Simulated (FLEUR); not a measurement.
# Collinear magnetic orders of Fe with FLEUR, part 2 of 2

Wanted: the moments of Fe and the energy of each order that was tried.

FLEUR MaX-R8.1; PBEsol; all-electron FLAPW, Dirac cores, scalar-relativistic bands.

So far, largest spin moment in the muffin-tin sphere (μB): step 2 (start 1: ferro +) 2.26; step 3 (run 2 (antiferro q=(1/2,1/2,1/2) +-)) 1.66.

The database entry behind the starting cell differs from later determinations by our own check (about 0.2 % short), so it need not match the best structure at ambient conditions.

## Step 4: Start 3: no spin polarisation

A spinless run gives the zero against which the gain from the moments is read.

The k list default-1 (kpts.xml, not shown) is a Γ-centred 18×18×18 mesh.

inp.xml

```
<?xml version="1.0" encoding="UTF-8" standalone="no"?>
<fleurInput fleurInputVersion="0.39">
   <comment>
      Fe
   </comment>
   <calculationSetup>
      <cutoffs Kmax="3.6" Gmax="10.8" GmaxXC="10.8" numbands="0"/>
      <scfLoop itmax="90" minDistance="0.00002" maxIterBroyd="15" imix="Anderson" alpha="0.05" precondParam="0.0" spinf="2.0" sdNocoIR="T"/>
      <coreElectrons ctail="T" frcor="F" kcrel="1" coretail_lmax="0"/>
      <xcFunctional name="PBEs" relativisticCorrections="F"/>
      <magnetism jspins="1"/>
      <soc l_soc="F" theta="0.0" phi="0.0" spav="F"/>
      <expertModes spex="0" secvar="F"/>
      <geometryOptimization l_f="F" forcealpha="1.0" forcemix="BFGS" epsdisp="0.00001" epsforce="0.00001"/>
      <ldaU l_linMix="F" mixParam="0.05" spinf="1.0"/>
   </calculationSetup>
   <cell>
      <bzIntegration valenceElectrons="16.0" mode="hist" fermiSmearingEnergy="0.00183747">
         <kPointListSelection listName="default-1"/>
         <xi:include xmlns:xi="http://www.w3.org/2001/XInclude" href="kpts.xml"> </xi:include>
      </bzIntegration>
      <xi:include xmlns:xi="http://www.w3.org/2001/XInclude" href="sym.xml"> </xi:include>
      <bulkLattice scale="1.0">
         <bravaisMatrix>
            <row-1>   -2.7027618924479038     2.7027618924479038     2.7027618924479038</row-1>
            <row-2>    2.7027618924479038    -2.7027618924479038     2.7027618924479038</row-2>
            <row-3>    2.7027618924479038     2.7027618924479038    -2.7027618924479038</row-3>
         </bravaisMatrix>
      </bulkLattice>
   </cell>
   <atomSpecies>
      <species name="Iron (Fe)" element="Fe" atomicNumber="26">
         <mtSphere radius="2.28" gridPoints="753" logIncrement="0.016"/>
         <atomicCutoffs lmax="8" lnonsphr="6"/>
         <electronConfig flipSpins="F">
            <coreConfig>(1s1/2) (2s1/2) (2p1/2) (2p3/2)</coreConfig>
            <valenceConfig>(3s1/2) (3p1/2) (3p3/2) (4s1/2) (3d3/2) (3d5/2)</valenceConfig>
            <stateOccupation state="(3d3/2)" spinUp="1.200000" spinDown="1.200000"/>
            <stateOccupation state="(3d5/2)" spinUp="1.800000" spinDown="1.800000"/>
         </electronConfig>
         <energyParameters s="4" p="4" d="3" f="4"/>
         <lo type="SCLO" l="0" n="3" eDeriv="0"/>
         <lo type="SCLO" l="1" n="3" eDeriv="0"/>
      </species>
   </atomSpecies>
   <atomGroups>
      <atomGroup species="Iron (Fe)">
         <relPos label="                   1">.0000000000 .0000000000 .0000000000</relPos>
         <force calculate="T" relaxXYZ="TTT"/>
      </atomGroup>
   </atomGroups>
   <output dos="F" band="F" slice="F">
      <bandDOS minEnergy="-.5*Htr" maxEnergy="0.5*Htr" sigma="0.015" storeEVData="T"/>
      <plotting iplot="0" polar="F">
         <plot TwoD="T" vec1="  1.0  0.0  0.0" vec2="  0.0  1.0  0.0" vec3="  0.0  0.0  1.0" zero="  0.0  0.0  0.0" file="plot"/>
      </plotting>
      <moessbauerParams electricFieldGradient="F" isomerShift="T" coreHyperfine="T" valenceHyperfine="T"/>
   </output>
</fleurInput>
```

crystal.txt

```
Fe
&input film=F cartesian=F /
-1.43024000000  1.43024000000  1.43024000000
1.43024000000  -1.43024000000  1.43024000000
1.43024000000  1.43024000000  -1.43024000000
1.8897261246
1.0 1.0 1.0

1
26 0.00000000000  0.00000000000  0.00000000000

&kpt div1=18 div2=18 div3=18 gamma=T /
```

Launch:

```bash
> OMP_NUM_THREADS=1 inpgen -f crystal.txt > inpgen.log  # inp.xml is then edited as shown
> OMP_NUM_THREADS=1 mpirun -n 4 fleur_MPI > fleur.log
```

The program printed:

```text
[banner, memory and clock lines left out]
Welcome to FLEUR        (www.flapw.de)
      MaX-Release 8.1          (www.max-centre.eu)

 ========== k-point set info ==========
 Selected k-point list: default-1
 k-point list type: mesh
 0 x 0 x 0
 Number of k points: 196

 [... set-up left out ...]
 Iteration:     1   Distance:      16.05972480 me/bohr^3
 [... lines of the core solver left out ...]
 Iteration:     2   Distance:      13.55358904 me/bohr^3
 [... lines of the core solver left out ...]
 Iteration:     3   Distance:       5.72677994 me/bohr^3
[...]
<FermiEnergy value="0.3445831554" units="Htr"/>
         [... left out ...]
         <totalEnergy value="    -1271.6187419795" units="Htr">
            <sumOfEigenvalues value="     -735.0735316952">
               <coreElectrons value="-721.8973821974"/>
               <valenceElectrons value="-13.1761494978"/>
            </sumOfEigenvalues>
         [... left out ...]
            <freeEnergy value="-1271.6198847345"/>
            <extrapolationTo0K value="-1271.6193133570"/>
         </totalEnergy>
         <densityConvergence units="me/bohr^3">
            <chargeDensity spin="1" distance="0.0000105528"/>
         </densityConvergence>
      </iteration>
```

It took 3.8 s on 4 MPI ranks of Arm Neoverse V2, shared host; peak memory 0.17 GiB; 14 s of CPU time.

This step gave:

* free energy: -34602.5398 eV
* program's band gap on this mesh (in a metal only a level spacing): 0.006511 eV
* final state: non-magnetic (no spin polarisation)

It lies 526 meV a seeded atom over the first start.

## Step 5: Energies of the orders

Free energies are divided by the number of seeded atoms, so that cells of unlike size compare. Wavevectors q in the names are fractions of the primitive cell's reciprocal vectors.

Orders:

```
                       start        final state  typed order kept  energy over the lowest (meV a seeded atom)  largest sphere moment (μB)  net moment (μB a primitive cell)  mesh matched  CPU time (s)
                     ferro +      ferromagnetic               yes                                           0                       2.256                             2.206           yes         32.74
antiferro q=(1/2,1/2,1/2) +-  antiferromagnetic               yes                                       444.5                       1.663                                 0           yes         186.6
        no spin polarisation       non-magnetic                 -                                       526.4                           0                                 0           yes          14.5
```

## Step 6: Spin–orbit coupling, moments along [001]

Spin–orbit coupling ties the spins to the lattice and lets orbital moments form.

A new self-consistent run of the start ferro +, with the moments along z.

inp.xml

```
<?xml version="1.0" encoding="UTF-8" standalone="no"?>
<fleurInput fleurInputVersion="0.39">
   <comment>
      Fe
   </comment>
   <calculationSetup>
      <cutoffs Kmax="3.6" Gmax="10.8" GmaxXC="10.8" numbands="36"/>
      <scfLoop itmax="90" minDistance="0.00002" maxIterBroyd="15" imix="Anderson" alpha="0.05" precondParam="0.0" spinf="2.0" sdNocoIR="T"/>
      <coreElectrons ctail="T" frcor="F" kcrel="1" coretail_lmax="0"/>
      <xcFunctional name="PBEs" relativisticCorrections="F"/>
      <magnetism jspins="2"/>
      <soc l_soc="T" theta="0.0" phi="0.0" spav="F"/>
      <expertModes spex="0" secvar="F"/>
      <geometryOptimization l_f="F" forcealpha="1.0" forcemix="BFGS" epsdisp="0.00001" epsforce="0.00001"/>
      <ldaU l_linMix="F" mixParam="0.05" spinf="1.0"/>
   </calculationSetup>
   <cell>
      <bzIntegration valenceElectrons="16.0" mode="hist" fermiSmearingEnergy="0.00183747">
         <kPointListSelection listName="default-1"/>
         <xi:include xmlns:xi="http://www.w3.org/2001/XInclude" href="kpts.xml"> </xi:include>
      </bzIntegration>
      <xi:include xmlns:xi="http://www.w3.org/2001/XInclude" href="sym.xml"> </xi:include>
      <bulkLattice scale="1.0">
         <bravaisMatrix>
            <row-1>   -2.7027618924479038     2.7027618924479038     2.7027618924479038</row-1>
            <row-2>    2.7027618924479038    -2.7027618924479038     2.7027618924479038</row-2>
            <row-3>    2.7027618924479038     2.7027618924479038    -2.7027618924479038</row-3>
         </bravaisMatrix>
      </bulkLattice>
   </cell>
   <atomSpecies>
      <species name="Iron (Fe) 2.800" element="Fe" atomicNumber="26">
         <mtSphere radius="2.28" gridPoints="753" logIncrement="0.016"/>
         <atomicCutoffs lmax="8" lnonsphr="6"/>
         <electronConfig flipSpins="F">
            <coreConfig>(1s1/2) (2s1/2) (2p1/2) (2p3/2)</coreConfig>
            <valenceConfig>(3s1/2) (3p1/2) (3p3/2) (4s1/2) (3d3/2) (3d5/2)</valenceConfig>
            <stateOccupation state="(3d3/2)" spinUp="1.4" spinDown="1.0"/>
            <stateOccupation state="(3d5/2)" spinUp="3.0" spinDown="0.6"/>
         </electronConfig>
         <energyParameters s="4" p="4" d="3" f="4"/>
         <lo type="SCLO" l="0" n="3" eDeriv="0"/>
         <lo type="SCLO" l="1" n="3" eDeriv="0"/>
      </species>
   </atomSpecies>
   <atomGroups>
      <atomGroup species="Iron (Fe) 2.800">
         <relPos label="                   1">.0000000000 .0000000000 .0000000000</relPos>
         <force calculate="T" relaxXYZ="TTT"/>
      </atomGroup>
   </atomGroups>
   <output dos="F" band="F" slice="F">
      <bandDOS minEnergy="-.5*Htr" maxEnergy="0.5*Htr" sigma="0.015" storeEVData="T"/>
      <plotting iplot="0" polar="F">
         <plot TwoD="T" vec1="  1.0  0.0  0.0" vec2="  0.0  1.0  0.0" vec3="  0.0  0.0  1.0" zero="  0.0  0.0  0.0" file="plot"/>
      </plotting>
      <moessbauerParams electricFieldGradient="F" isomerShift="T" coreHyperfine="T" valenceHyperfine="T"/>
   </output>
</fleurInput>
```

crystal.txt

```
Fe
&input film=F cartesian=F /
-1.43024000000  1.43024000000  1.43024000000
1.43024000000  -1.43024000000  1.43024000000
1.43024000000  1.43024000000  -1.43024000000
1.8897261246
1.0 1.0 1.0

1
26 0.00000000000  0.00000000000  0.00000000000 : 2.800

&soc 0.0000000 0.0000000 /
&kpt div1=18 div2=18 div3=18 gamma=T /
```

The program printed:

```text
[banner, memory and clock lines left out]
Welcome to FLEUR        (www.flapw.de)
      MaX-Release 8.1          (www.max-centre.eu)

 ========== k-point set info ==========
 Selected k-point list: default-1
 k-point list type: mesh
 18 x 18 x 18
 Number of k points: 780

 [... set-up left out ...]
 Iteration:     1   Distance:      12.49423440 me/bohr^3
 [... lines of the core solver left out ...]
 Iteration:     2   Distance:      10.95198922 me/bohr^3
 [... lines of the core solver left out ...]
 Iteration:     3   Distance:       6.70362271 me/bohr^3
 [... lines of the core solver left out ...]
 Iteration:     4   Distance:       6.11287104 me/bohr^3
 [... lines of the core solver left out ...]
 Iteration:     5   Distance:       2.72818755 me/bohr^3
 [... lines of the core solver left out ...]
 Iteration:     6   Distance:       2.55543831 me/bohr^3
 [... lines of the core solver left out ...]
 Iteration:     7   Distance:       1.60298774 me/bohr^3
 [... lines of the core solver left out ...]
 Iteration:     8   Distance:       1.27285099 me/bohr^3
 [... lines of the core solver left out ...]
 Iteration:     9   Distance:       0.02895609 me/bohr^3
 [... lines of the core solver left out ...]
 Iteration:    10   Distance:       0.07643385 me/bohr^3
 [... lines of the core solver left out ...]
 Iteration:    11   Distance:       0.02529059 me/bohr^3
 [... lines of the core solver left out ...]
 Iteration:    12   Distance:       0.04070857 me/bohr^3
 [... lines of the core solver left out ...]
 Iteration:    13   Distance:       0.00367897 me/bohr^3
 [... lines of the core solver left out ...]
[... rest left out ...]

--- out.xml (last complete iteration) ---
<iteration numberForCurrentRun="   19" overallNumber="   19">
         [... left out ...]
         <bandgap value="0.0003835305" units="eV"/>
         <sumValenceSingleParticleEnergies value="-13.1183952377" units="Htr"/>
         <FermiEnergy value="0.3420032242" units="Htr"/>
         [... left out ...]
         <magneticMomentsInMTSpheres units="muBohr">
            <globalMagMoment atomType="1" vec="0.00000   0.00000   2.25488"/>
         </magneticMomentsInMTSpheres>
         <orbitalMomentsInMTSpheres units="muBohr">
            <globalMagMoment atomType="1" vec="0.00000   0.00000   0.04583"/>
         </orbitalMomentsInMTSpheres>
         [... left out ...]
         <totalEnergy value="    -1271.6395458006" units="Htr">
            <sumOfEigenvalues value="     -734.8671005822">
               <coreElectrons value="-721.7487053444"/>
               <valenceElectrons value="-13.1183952377"/>
            </sumOfEigenvalues>
         [... left out ...]
            <freeEnergy value="-1271.6398428083"/>
            <extrapolationTo0K value="-1271.6396943044"/>
         </totalEnergy>
         <densityConvergence units="me/bohr^3">
            <chargeDensity spin="1" distance="0.0000100283"/>
            <chargeDensity spin="2" distance="0.0000080592"/>
            <overallChargeDensity distance="0.0000105356"/>
            <spinDensity distance="0.0000148336"/>
         </densityConvergence>
      </iteration>
```

Wall time 55 s (4 MPI ranks); peak memory 0.33 GiB; 3.7 min of CPU time.

Numbers from this step:

| Item | Value |
| --- | --- |
| free energy | -34603.0829 eV |
| program's band gap on this mesh (in a metal only a level spacing) | 3.84e-4 eV |
| magnetization | 2.205 μB |
| final state | ferromagnetic |
| largest moment | 2.255 μB |
| orbital moment along the spin | 0.04583 μB |

Orbital moment in the sphere, along the spin axis by atom:

```
atom  orbital moment in the sphere, along the spin axis (μB)
 Fe1                                                  0.0458
```

Fields along z, the direction of positive moments; semicore shells count as valence. Hyperfine fields at the nuclei:

```
atom  core contact (T)  valence contact (T)  dipolar (T)  orbital (T)  sum (T)  density at the nucleus (e/bohr³)
 Fe1            -58.32                27.61     0.009784         2.37   -28.32                             15120
```

## Step 7: Results

```yaml
lowest_state_found: ferromagnetic (typed ferro +)
largest_site_spin_moment: 2.26 μB
next_finished_state: antiferromagnetic, 445 meV a seeded atom higher
energy_gained_by_spin_polarisation: 526 meV a seeded atom
hyperfine_field_at_fe1_along_its_moment: -28.3 T
orbital_moment_on_the_atom_of_largest_spin_along_its_spin_spin_orbit_run: 0.0458 μB
```

What this shows: The lowest state found is ferromagnetic, reached from the start ferro +, with moments up to 2.26 μB. The next finished state costs 445 meV a seeded atom. At Fe1 the core shells give -58.3 T and the valence and semicore s states 27.6 T along the moment, -13.6 T per μB together; orbital and dipolar parts add 2.4 T. Semilocal functionals tend to give too weak a core polarisation. On the atom of largest spin the orbital moment is almost quenched. Only 3 starts were tried; other patterns of signs, canted and longer-period orders were not.

[Logs and program files are shortened in this print: banners, set-up blocks, solver, clock and traceback lines can be left out without a mark of their own.]

[Logs are printed without paths, hosts, clocks, repeated set-up lines and the standing remarks that a program may print on its own settings, such as how far it seeks lower states.]

[Hosts, paths, dates, database ids (printed as entryN), source tags and the programs' standing remarks are cut or masked in the printed files.]

[Where a cell is said to come from a database of computed structures, the database is the Materials Project.]
